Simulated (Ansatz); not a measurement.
# What CsSbSe3 (model cell, started as cubic perovskite with Sb in the octahedra) distorts into, part 2 of 2

Which phase does CsSbSe3 (model cell, started as cubic perovskite with Sb in the octahedra) fall into along its unstable mode, and how much energy does it gain?

Ansatz 0.2.0; DFT PBEsol, scalar-relativistic, plane waves, PAW; PAW set soft_1.

So far, highest frequency on the path or at a solved wavevector (cm⁻¹): step 2 (phonons on a q mesh) 166. Also lowest frequency on the path (cm⁻¹): step 2 -67.9.

The structure was built from a prototype and need not be the compound's stable phase.

### Step 6. Relaxing from the distorted cell

Starting from the lowest point found, all atoms and the cell are let go, so that strain and other modes of the same symmetry can join in.

Input file input.yaml:

```yaml
crystal:
  lattice:
    - [5.3818518704, 0.0, 0.0]
    - [0.0, 5.3818518704, 0.0]
    - [0.0, 0.0, 5.3818518704]
  atoms:
    - { symbol: Cs, position: [-0.0121838711, 0.0121838711, 0.0121838711] }
    - { symbol: Sb, position: [0.5482747626, 0.4517252374, 0.4517252374] }
    - { symbol: Se, position: [0.4622611475, 0.5377388525, -0.0215511724] }
    - { symbol: Se, position: [0.4622611475, -0.0215511724, 0.5377388525] }
    - { symbol: Se, position: [0.0215511724, 0.5377388525, 0.5377388525] }
kpoints:
  mp_grid: { grid: [8, 8, 8] }
hamiltonian:
  xc: pbesol
  pseudopotentials: { kind: paw, azcp: { folder: soft_1 }, xc_functional: pbe }
scf:
  occupations: { method: methfessel_paxton, width: 0.2 }
output:
  forces: true
  stress: true
  eigenvalues: true
relax:
  adjacent_minimum: "off"
  f_tol: 0.002
  max_steps: 120
  cell: { stress_tol: 0.03 }
```

Launch:

```console
> ansatz run input.yaml --threads 8 --pin off --max-ram 16384MiB --backend cpu --events-out ev --progress --plain --runs-dir out
```

Numbers of over 12 decimals in the logs are rounded to 6 here.

What it wrote:

```text
[...]
Crystal: 5 atoms, lattice volume = 155.882 Å³
Basis set: ecut = 420 eV, 2969 PW (Γ), exchange–correlation on 72×72×72 points (8 copies of the dense FFT grid, shifted against one another)
Bands: 44, of which v1, the nominal top of the filled ones, is band 36 counted from 1 (35 counted from 0)
Symmetry: 6 space group operations
[...]
k-points: 65 of 512 (time reversal used)
[...]
SCF iter   1: F=—  HF=-28270.111307 eV  |F-HF|=—  |Δ(HF+E_count)|=         —  Δρ=3.17e-2  dr2=3.85e0  ethr=3.10e-3  ⟨swp⟩=7.8  Hψ=12017  notcnv=0
[...]
SCF iter   8: F=-28268.465460 eV  HF=-28268.465460 eV  |F-HF|=1.46e-8  |Δ(HF+E_count)|=   3.44e-7  S|Δr|=    0.00e0  Δρ=4.15e-6  dr2=2.77e-8  ethr=1.39e-10  ⟨swp⟩=13.8  Hψ=15668  notcnv=0
SCF 1 converged in 8 iterations: F = -28268.465460 eV  dr2 = 2.77e-8
[...]
relax step   1: F+E_penalty+E_count = -28268.46545994 eV  Δ(F+E_penalty+E_count) = +0.000e0 eV  max|allowed force component| = 9.635e-2 eV/Å  Δτ_max = 0.0000 Å  P = -0.878 GPa  Ω = 155.882 Å³  (8 SCF iters, dr2 threshold 1.00e-7 eV, accepted)
Crystal: 5 atoms, lattice volume = 151.649 Å³
[...]
SCF iter   6: F=-28268.503475 eV  HF=-28268.503475 eV  |F-HF|=8.56e-9  |Δ(HF+E_count)|=   3.48e-7  S|Δr|=    0.00e0  Δρ=4.59e-6  dr2=2.87e-8  ethr=6.94e-10  ⟨swp⟩=6.4  Hψ=12637  notcnv=0
SCF 2 converged in 6 iterations: F = -28268.503475 eV  dr2 = 2.87e-8
relax step   2: F+E_penalty+E_count = -28268.50347525 eV  Δ(F+E_penalty+E_count) = -3.802e-2 eV  max|allowed force component| = 4.215e-2 eV/Å  Δτ_max = 0.0539 Å  P = +0.028 GPa  Ω = 151.649 Å³  energy of the carried Pulay correction = +2.492e-4 eV  (6 SCF iters, dr2 threshold 5.00e-7 eV, accepted)
Crystal: 5 atoms, lattice volume = 151.732 Å³
[...]
SCF iter   5: F=-28268.506111 eV  HF=-28268.506111 eV  |F-HF|=1.40e-7  |Δ(HF+E_count)|=   5.33e-7  S|Δr|=    0.00e0  Δρ=1.22e-5  dr2=1.66e-7  ethr=2.46e-10  ⟨swp⟩=5.6  Hψ=14107  notcnv=0
SCF 3 converged in 5 iterations: F = -28268.506111 eV  dr2 = 1.66e-7
[...]
relax step   3: F+E_penalty+E_count = -28268.50611082 eV  Δ(F+E_penalty+E_count) = -2.636e-3 eV  max|allowed force component| = 1.742e-2 eV/Å  Δτ_max = 0.0346 Å  P = +0.009 GPa  Ω = 151.732 Å³  energy of the carried Pulay correction = +2.442e-4 eV  (5 SCF iters, dr2 threshold 1.77e-7 eV, accepted)
[...]
relax step   4: F+E_penalty+E_count = -28268.50622508 eV  Δ(F+E_penalty+E_count) = -1.143e-4 eV  max|allowed force component| = 8.612e-3 eV/Å  Δτ_max = 0.0040 Å  P = -0.014 GPa  Ω = 151.897 Å³  energy of the carried Pulay correction = +2.344e-4 eV  (5 SCF iters, dr2 threshold 1.90e-8 eV, accepted)
[...]
relax step   5: F+E_penalty+E_count = -28268.50630954 eV  Δ(F+E_penalty+E_count) = -8.446e-5 eV  max|allowed force component| = 8.242e-3 eV/Å  Δτ_max = 0.0057 Å  P = -0.007 GPa  Ω = 151.956 Å³  energy of the carried Pulay correction = +2.309e-4 eV  (6 SCF iters, dr2 threshold 4.64e-9 eV, accepted)
[...]
relax step   6: F+E_penalty+E_count = -28268.50637002 eV  Δ(F+E_penalty+E_count) = -6.048e-5 eV  max|allowed force component| = 3.446e-3 eV/Å  Δτ_max = 0.0052 Å  P = +0.014 GPa  Ω = 151.968 Å³  energy of the carried Pulay correction = +2.302e-4 eV  (6 SCF iters, dr2 threshold 4.25e-9 eV, accepted)
[...]
relax step   7: F+E_penalty+E_count = -28268.50637429 eV  Δ(F+E_penalty+E_count) = -4.266e-6 eV  max|allowed force component| = 8.837e-5 eV/Å  Δτ_max = 0.0013 Å  P = -0.004 GPa  Ω = 152.033 Å³  energy of the carried Pulay correction = +2.263e-4 eV  (5 SCF iters, dr2 threshold 7.42e-10 eV, accepted)
[...]
SCF iter   6: F=-28268.506141 eV  HF=-28268.506141 eV  |F-HF|=3.64e-12  |Δ(HF+E_count)|=  2.18e-10  S|Δr|=    0.00e0  Δρ=9.23e-8  dr2=1.66e-11  ethr=1.00e-12  ⟨swp⟩=5.8  Hψ=15821  notcnv=0
SCF 8 converged in 6 iterations: F = -28268.506141 eV  dr2 = 1.66e-11
relax step   8: F+E_penalty+E_count = -28268.50614057 eV  Δ(F+E_penalty+E_count) = +2.337e-4 eV  max|allowed force component| = 7.963e-5 eV/Å  Δτ_max = 0.0000 Å  P = -0.003 GPa  Ω = 152.033 Å³  stress off target by 3.54e-3 GPa  SCF on the basis re-selected at this cell (its energy is not comparable with the rows above)  (6 SCF iters)
basis re-selected at this cell: Δ(F+E_penalty+E_count) = +2.337e-4 eV, ΔP = +0.000 GPa vs the last step (what re-selecting the basis moved, of the pressure what is left beyond the Pulay correction that the steps carried, after the strain that the cell walked since its last selection, with what the two solves' SCF thresholds leave and, on support functions, any second-order correction that the steps lacked; it is no m [...]
SCF converged after 6 iterations
[...]
Free energy (F): -28268.506141 eV
[...]
Internal energy: -28268.512928 eV  (E = F + TS)
E sigma→0 (E₀):  -28268.507837 eV
Entropy (-TS):   0.006788 eV (1.358 meV/atom)
Fermi energy:    6.763679 eV
[...]
--- Forces (eV/Å), atoms counted from 1 ---
  atom   1  Cs    -0.00007931     0.00007931     0.00007931
  atom   2  Sb    -0.00007718     0.00007718     0.00007718
  atom   3  Se     0.00007942    -0.00007942     0.00000337
  atom   4  Se     0.00007942     0.00000337    -0.00007942
  atom   5  Se    -0.00000337    -0.00007942    -0.00007942
  max |Σ_I F_I| component: 1.01e-6 eV/Å
--- Stress (GPa, compression-positive) ---
       -0.003272      -0.000273      -0.000273
       -0.000273      -0.003272       0.000273
       -0.000273       0.000273      -0.003272
  P = ⅓ Tr σ = -0.0033 GPa (-0.033 kbar)
--- Band table (eV; the first three rows and the last of 65) ---
  k-point 0: bands = [... 32 lower, 5.7686, 6.2131, 6.3247, 6.4806, 6.4806, 9.0918, 10.7267, 10.7267, ... 4 higher]
  k-point 1: bands = [... 32 lower, 5.6635, 6.0849, 6.2127, 6.4688, 6.4766, 9.2748, 10.7506, 10.8947, ... 4 higher]
  k-point 2: bands = [... 32 lower, 5.4297, 5.9495, 6.0252, 6.3776, 6.4182, 9.6834, 10.7927, 11.4228, ... 4 higher]
  k-point 64: bands = [... 32 lower, 5.5610, 6.8230, 6.8230, 6.8615, 7.2706, 8.6088, 8.6088, 9.2949, ... 4 higher]
--- Relaxed structure (7 steps of the walk, 7 accepted, 1 SCFs on fresh bases) ---
  F+E_penalty+E_count = -28268.50614057 eV   max|allowed force component| = 7.963e-5 eV/Å   (the final SCF, on the basis selected at the relaxed cell)
  cell:  # Å, volume = 152.0332 Å³
    - [5.338069, -0.068715, -0.068715]
    - [-0.068715, 5.338069, 0.068715]
    - [-0.068715, 0.068715, 5.338069]
  atoms:
    - { symbol: Cs, position: [-0.021217, 0.021217, 0.021217] }
    - { symbol: Sb, position: [0.551486, 0.448514, 0.448514] }
    - { symbol: Se, position: [0.461045, 0.538955, -0.029806] }
    - { symbol: Se, position: [0.461045, -0.029806, 0.538955] }
    - { symbol: Se, position: [0.029806, 0.538955, 0.538955] }
```

Elapsed: 47 s, on 8 threads of Arm Neoverse V2, shared host; peak memory 0.83 GiB; 5.9 min of CPU time.

Step by step:

| step | energy less that of the first step (eV) | largest force component (eV/Å) | pressure (GPa) | volume (Å³) |
| --- | --- | --- | --- | --- |
| 1 | 0.0000 | 0.0964 | -0.88 | 155.88 |
| 2 | -0.0380 | 0.0421 | 0.03 | 151.65 |
| 3 | -0.0407 | 0.0174 | 0.01 | 151.73 |
| 4 | -0.0408 | 0.0086 | -0.01 | 151.90 |
| 5 | -0.0409 | 0.0082 | -0.01 | 151.96 |
| 6 | -0.0409 | 0.0034 | 0.01 | 151.97 |
| 7 | -0.0409 | 0.0001 | 0.00 | 152.03 |
| 8* | -0.0407 | 0.0001 | 0.00 | 152.03 |

Relaxation steps marked * repeat the geometry before them on a plane-wave basis chosen anew for their cell, so energy and pressure can jump there.

Forces are held to the 6 operations that the run works with; a distortion that breaks them can't arise in this run.

| conventional cell, symmetrised | before | after | change |
| --- | --- | --- | --- |
| a (Å) | 7.611 | 7.452 | -2.1 % |
| b (Å) | 7.611 | 7.452 | -2.1 % |
| c (Å) | 9.322 | 9.484 | +1.7 % |
| volume (Å³/atom) | 31.18 | 30.41 | -2.5 % |

The atoms that moved most (Å, as changes of fractional coordinates times the final cell):

| atom | dx | dy | dz | length |
| --- | --- | --- | --- | --- |
| Cs1 | -0.049 | 0.049 | 0.049 | 0.086 |
| Se5 | 0.044 | 0.006 | 0.006 | 0.045 |
| Se4 | -0.006 | -0.044 | 0.006 | 0.045 |
| Se3 | -0.006 | 0.006 | -0.044 | 0.045 |
| Sb2 | 0.018 | -0.018 | -0.018 | 0.030 |

Final coordinates:

```cif
data_structure
_symmetry_space_group_name_H-M 'P 1'
_symmetry_Int_Tables_number 1
_cell_length_a 5.3390
_cell_length_b 5.3390
_cell_length_c 5.3390
_cell_angle_alpha 88.516
_cell_angle_beta 91.484
_cell_angle_gamma 91.484
_cell_volume 152.03
loop_
_atom_site_label
_atom_site_type_symbol
_atom_site_fract_x
_atom_site_fract_y
_atom_site_fract_z
_atom_site_occupancy
Cs1 Cs 0.97878 0.02122 0.02122 1
Sb2 Sb 0.55149 0.44851 0.44851 1
Se3 Se 0.46104 0.53896 0.97019 1
Se4 Se 0.46104 0.97019 0.53896 1
Se5 Se 0.02981 0.53896 0.53896 1
```

This step gave:

* pressure: -0.003272 GPa
* volume per atom: 30.41 Å³

The distorted start has space group R3m; the relaxation ends in R3m.

### Step 7. The new phase in its own primitive cell

The relaxed structure is symmetrised, reduced to its primitive cell and relaxed tightly, as its phonons need.

input.yaml, the sections that differ from step 6:

```yaml
crystal:
  lattice:
    - [3.7259957798, 2.1512046665, 3.1612803954]
    - [-3.7259957798, 2.1512046665, 3.1612803954]
    - [0.0, -4.302409333, 3.1612803954]
  atoms:
    - { symbol: Cs, position: [0.9787827909, 0.9787827909, 0.9787827909] }
    - { symbol: Sb, position: [0.5514855049, 0.5514855049, 0.5514855049] }
    - { symbol: Se, position: [0.4610448002, 0.0298064628, 0.4610448002] }
    - { symbol: Se, position: [0.0298064628, 0.4610448002, 0.4610448002] }
    - { symbol: Se, position: [0.4610448002, 0.4610448002, 0.0298064628] }
kpoints:
  mp_grid: { grid: [9, 9, 9] }
relax:
  adjacent_minimum: "off"
  f_tol: 0.001
  max_steps: 60
  cell: { stress_tol: 0.01 }
# hamiltonian, scf, output: as in step 6
```

What it wrote:

```text
[...]
Crystal: 5 atoms, lattice volume = 152.033 Å³
Basis set: ecut = 420 eV, 2975 PW (Γ), exchange–correlation on 72×72×72 points (8 copies of the dense FFT grid, shifted against one another)
Bands: 44, of which v1, the nominal top of the filled ones, is band 36 counted from 1 (35 counted from 0)
Symmetry: 6 space group operations
[...]
k-points: 85 of 729 (time reversal used)
[...]
cell:  # Å, volume = 152.0122 Å³
    - [3.725601, 2.150977, 3.161514]
    - [-3.725601, 2.150977, 3.161514]
    - [0, -4.301953, 3.161514]
  atoms:
    - { symbol: Cs, position: [0.978859, 0.978859, 0.978859] }
    - { symbol: Sb, position: [0.551619, 0.551619, 0.551619] }
    - { symbol: Se, position: [0.461026, 0.029634, 0.461026] }
    - { symbol: Se, position: [0.029634, 0.461026, 0.461026] }
    - { symbol: Se, position: [0.461026, 0.461026, 0.029634] }
[key lines of the parts left out:]
SCF converged after 6 iterations
Free energy (F): -28268.505222 eV
Fermi energy:    6.766293 eV
P = ⅓ Tr σ = 0.0016 GPa (0.016 kbar)
```

Run time: 37 s. Hardware: 8 threads; peak memory 0.89 GiB.

Little changed from the start: no atom moved by 0.005 Å and no cell edge by 0.1 %.

Numbers from this step:

| Quantity | Value |
| --- | --- |
| pressure | 0.001585 GPa |
| volume per atom | 30.40 Å³ |

The largest force component left is 0.36 meV/Å and the pressure is 0.002 GPa, within the tolerances set. The cell now holds 30.40 Å³/atom.

### Step 8. Modes of the new phase, k-mesh 9×9×9

A relaxed structure may still be a saddle point, so its zone-centre modes are computed. No field response is asked, since the mesh shows no gap.

input.yaml, the sections that differ from step 7:

```yaml
crystal:
  lattice:
    - [3.7256006012, 2.15097651, 3.1615143591]
    - [-3.7256006012, 2.15097651, 3.1615143591]
    - [0.0, -4.30195302, 3.1615143591]
  atoms:
    - { symbol: Cs, position: [0.9788593294, 0.9788593294, 0.9788593294] }
    - { symbol: Sb, position: [0.5516194093, 0.5516194093, 0.5516194093] }
    - { symbol: Se, position: [0.4610258821, 0.0296338561, 0.4610258821] }
    - { symbol: Se, position: [0.0296338561, 0.4610258821, 0.4610258821] }
    - { symbol: Se, position: [0.4610258821, 0.4610258821, 0.0296338561] }
output:
  eigenvalues: true
phonons:
  method: dfpt
# kpoints, hamiltonian, scf: as in step 7
# relax: removed
```

What it wrote:

```text
[...]
Crystal: 5 atoms, lattice volume = 152.012 Å³
Basis set: ecut = 420 eV, 2975 PW (Γ), exchange–correlation on 72×72×72 points (8 copies of the dense FFT grid, shifted against one another)
Bands: 44, of which v1, the nominal top of the filled ones, is band 36 counted from 1 (35 counted from 0)
Symmetry: 6 space group operations
k-points: 365 of 729 (irreducible under 1 space group operation, time reversal used)
[...]
SCF iter   1: F=—  HF=-28270.137491 eV  |F-HF|=—  |Δ(HF+E_count)|=         —  Δρ=3.21e-2  dr2=3.83e0  ethr=3.10e-3  ⟨swp⟩=7.6  Hψ=67145  notcnv=0
[...]
SCF iter  11: F=-28268.505222 eV  HF=-28268.505222 eV  |F-HF|=7.28e-12  |Δ(HF+E_count)|=  3.64e-11  S|Δr|=    0.00e0  Δρ=6.41e-8  dr2=7.54e-12  ethr=1.00e-12  ⟨swp⟩=13.8  Hψ=98013  notcnv=0
SCF 1 converged in 11 iterations: F = -28268.505222 eV  dr2 = 7.54e-12
[...]
DFPT response loops at Γ: preconditioner auto → Kerker (q_TF=auto, 2.409 Å⁻¹) (partly filled bands, converged f_vac=0.039); β = 1.00, the filter's whole step (`scf.mixing.beta` (0.50) is not read by the response loops under this deck's `scf.mixing.preconditioner`; to damp them name `kerker` or `kerker_dos`, under which they read `scf.mixing.beta`, and type it under 1.00, their step now; both keys bind the ground state too); Broyden in place of MSR1
SCF converged after 11 iterations
[...]
Free energy (F): -28268.505222 eV
[...]
Internal energy: -28268.507115 eV  (E = F + TS)
E sigma→0 (E₀):  -28268.505695 eV
Entropy (-TS):   0.001893 eV (0.379 meV/atom)
Fermi energy:    6.766293 eV
[...]
--- Band table (eV; the first three rows and the last of 365) ---
  k-point 0: bands = [... 32 lower, 5.7704, 6.2156, 6.3269, 6.4815, 6.4815, 9.0856, 10.7263, 10.7263, ... 4 higher]
  k-point 1: bands = [... 32 lower, 5.6865, 6.1068, 6.2337, 6.4750, 6.4816, 9.2329, 10.7406, 10.8570, ... 4 higher]
  k-point 2: bands = [... 32 lower, 5.4873, 5.9755, 6.0666, 6.4043, 6.4227, 9.5846, 10.8172, 11.3022, ... 4 higher]
  k-point 364: bands = [... 32 lower, 5.0264, 5.7820, 6.0676, 6.3276, 6.9652, 9.4861, 10.3776, 12.1822, ... 4 higher]
--- Phonons (Γ-DFPT): 6 representative perturbations + reference, on 365 of 729 k-points (Σ response iterations 19) ---
  k mesh reduced under 1 symmetry operation, with k and −k counted as one. Each operation leaves every solved perturbation unchanged. A smaller set is not used because it would not reduce the number of displacements times k-points to solve
  ASR residual: 1.010e-4 → 0.000e0 eV/Å²; symmetrization residual: 2.591e-5 eV/Å²
  ASR residual per site (eV/Å²): 8.66e-5 1.01e-4 4.56e-5 4.56e-5 4.84e-5
[...]
non-analytic LO–TO correction: not included (Born effective charges unavailable; polar crystals: no LO–TO splitting at Γ)
```

Elapsed: 4.1 min, on 8 threads; peak memory 7.2 GiB; 31 min of CPU time.

This step gave:

| Item | Value |
| --- | --- |
| sum-rule residual before enforcement | 1.01e-4 eV/Å² |
| point group | 3m |
| highest optical mode at the zone centre (no LO-TO term) | 122.7 cm⁻¹ |
| lowest optical zone-centre mode | 14.45 cm⁻¹ |

Patterns of degenerate modes are one choice out of their space. Modes at Γ, with each element's share of the kinetic energy:

| mode | frequency (cm⁻¹) | symmetry | Cs % | Sb % | Se % |
| --- | --- | --- | --- | --- | --- |
| 1 | 0.0 | acoustic | 27 | 25 | 48 |
| 2 | 0.0 | acoustic | 27 | 25 | 48 |
| 3 | 0.0 | acoustic | 27 | 25 | 48 |
| 4 | 14.4 | A2 | 0 | 0 | 100 |
| 5 | 24.6 | E | 19 | 38 | 43 |
| 6 | 24.6 | E | 19 | 38 | 43 |
| 7 | 61.8 | A1 | 70 | 15 | 15 |
| 8 | 70.4 | E | 1 | 7 | 92 |
| 9 | 70.4 | E | 1 | 7 | 92 |
| 10 | 75.6 | E | 53 | 1 | 46 |
| 11 | 75.6 | E | 53 | 1 | 46 |
| 12 | 87.3 | A1 | 2 | 38 | 60 |
| 13 | 111.2 | E | 0 | 29 | 70 |
| 14 | 111.2 | E | 0 | 29 | 70 |
| 15 | 122.7 | A1 | 0 | 23 | 77 |

Displacements in mode 4 (14.4 cm⁻¹), the largest set to 1:
```
Cs1  0.00  0.00  0.00
Sb2  0.00  0.00  0.00
Se3 -0.50 -0.87  0.00
Se4 -0.50  0.87  0.00
Se5  1.00  0.00  0.00
```

Displacements in mode 11 (75.6 cm⁻¹), the largest set to 1:
```
Cs1 -0.14  1.00  0.00
Sb2 -0.02  0.12  0.00
Se3 -0.17 -0.72  0.14
Se4  0.31 -0.79  0.09
Se5  0.13 -0.34 -0.23
```

Before it was imposed, the acoustic sum rule was missed by 1.0e-4 eV/Å². Small misses are needed for a sound result but don't prove that mesh and cutoff are converged. The lowest optical mode is real, 14.4 cm⁻¹.

### Step 9. Results

```yaml
unstable_mode_of_the_parent: q = (0, 0, 0), 66i cm⁻¹
depth_at_the_lowest_point_sampled: 35.8 meV/atom
largest_atomic_shift_at_that_point: 0.45 Å
space_group_reached_within_0p01_a: R3m
energy_gained_over_the_parent_first_relaxation_on_the_mesh_of_the_frozen_mode: 44.1 meV/atom
volume_per_atom_phase_reached: 30.4 Å³
lowest_optical_zone_centre_mode_phase_reached: 14.4 cm⁻¹
highest_optical_mode_at_the_zone_centre_no_lo_to_term_phase_reached: 123 cm⁻¹
```

What this shows: Along this mode the structure falls into R3m, 44.1 meV/atom below the parent. At the parent's cell the well is 35.84 meV/atom deep on the steps tried, with its lowest point at a shift of 0.45 Å. Relaxing atoms and cell changes the gain by +8.24 meV/atom against the lowest step (energies at zero smearing). The new phase has no imaginary mode at the zone centre of its cell; other wavevectors were not checked. Of the 4 patterns followed to their end from this parent, this one ends 83.9 meV/atom above the lowest, Amm2. Each path keeps the symmetry of its pattern, so a lower phase may lie along a pattern not tried. With no gap, or one that is small against the smearing, the frequencies hang on the k mesh and the smearing, most of all near Kohn anomalies. An optical mode within 15 cm⁻¹ of zero is at the mercy of small errors in the force constants, and even its sign is uncertain. Spin-orbit coupling is left out, which can matter for the heavy elements here. The PAW files were made for PBE and serve the other functionals too. The starting cell was built on a prototype and not taken from a measurement, so the phase need not exist.

[Logs are printed without paths, hosts, clocks, repeated set-up lines and the standing remarks that a program may print on its own settings, such as how far it seeks lower states.]

[Hosts, paths, dates, database ids (printed as entryN), source tags and the programs' standing remarks are cut or masked in the printed files.]
